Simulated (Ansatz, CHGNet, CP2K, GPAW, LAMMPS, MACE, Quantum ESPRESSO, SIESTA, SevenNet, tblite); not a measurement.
## Glassy 73SiO2-27K2O (mol %) (90 atoms): runs against a plane-wave reference

Density of this cell: 2.31 g/cm³. The cell holds 90 atoms: 22 Si, 16 K and 52 O. Cell: a = 11.429 Å, b = 11.429 Å, c = 11.429 Å, α = 90.0°, β = 90.0°, γ = 90.0°. 90 atoms (22 Si, 16 K, 52 O) placed at random at 2.4 g/cm³, melted at 4000 K for 10 ps at fixed volume with the Morse and Coulomb pair potential with partial charges (Pedone, Malavasi, Menziani, Cormack and Segre, J. Phys. Chem. B 110, 11780 (2006)). Quenched from 4000 K to 300 K at 50 K/ps and fixed volume, held 10 ps at zero pressure.

Geometry: as built.

The reference, a calculation:

- method: Kohn-Sham DFT, PBE, SSSP efficiency 1.3.0 pseudopotentials, plane waves (Quantum ESPRESSO 7.5); sssp-pbe-1.3.0-efficiency, cutoffs 60/480 Ry, Γ point
- r.m.s. force component: 1.285 eV/Å
- longest force: 5.35 eV/Å
- pressure: 4.64 GPa
- gap (highest filled to lowest empty level): 0.8244 eV
- time: 5.1 min on 4 MPI ranks of Arm Neoverse V1, shared host
- CPU time: 20 min

Runs, in no order:
A. CP2K PBE, DZVP-MOLOPT-SR, 600/50 Ry, TRS4 filter 1e-03, SCF 1e-04: Kohn-Sham DFT, PBE, GTH-PBE pseudopotentials, Gaussian and plane waves, DZVP-MOLOPT-SR-GTH, linear-scaling purification of the density matrix
B. SIESTA PBE, DZP, shift 0.01 Ry, mesh 200 Ry: Kohn-Sham DFT, PBE, PseudoDojo 0.4.1 norm-conserving pseudopotentials (converted to PSML), numerical atomic orbitals (DZP), diagonalisation
C. GPAW PBE, LCAO dzp, h 0.15 Å: Kohn-Sham DFT, PBE, PAW, atomic orbitals (dzp)
D. CP2K PBE, DZVP-MOLOPT-SR, 600/50 Ry, TRS4 filter 1e-07, SCF 1e-07: Kohn-Sham DFT, PBE, GTH-PBE pseudopotentials, Gaussian and plane waves, DZVP-MOLOPT-SR-GTH, linear-scaling purification of the density matrix

Q: Order them from the smallest to the largest r.m.s. force difference.

D, B, C, A.

```tsv
run	Δ force, r.m.s. (meV/Å)	share of r.m.s. force (%)	CPU time
D. CP2K PBE, DZVP-MOLOPT-SR, 600/50 Ry, TRS4 filter 1e-07, SCF 1e-07	114	8.90	6 min
B. SIESTA PBE, DZP, shift 0.01 Ry, mesh 200 Ry	190	14.8	2.7 min
C. GPAW PBE, LCAO dzp, h 0.15 Å	298	23.2	15 min
A. CP2K PBE, DZVP-MOLOPT-SR, 600/50 Ry, TRS4 filter 1e-03, SCF 1e-04	574	44.6	2.8 min
```

The network of bonds at the start is that of the classical potential that made the cell, and needn't be the one that DFT or experiment would give. The electronic-structure runs sample only Γ, in a cell whose shortest periodic width is 11 Å.

[Logs are printed without paths, hosts, clocks, repeated set-up lines and the standing remarks that a program may print on its own settings, such as how far it seeks lower states.]

[Hosts, paths, dates, database ids (printed as entryN), source tags and the programs' standing remarks are cut or masked in the printed files.]
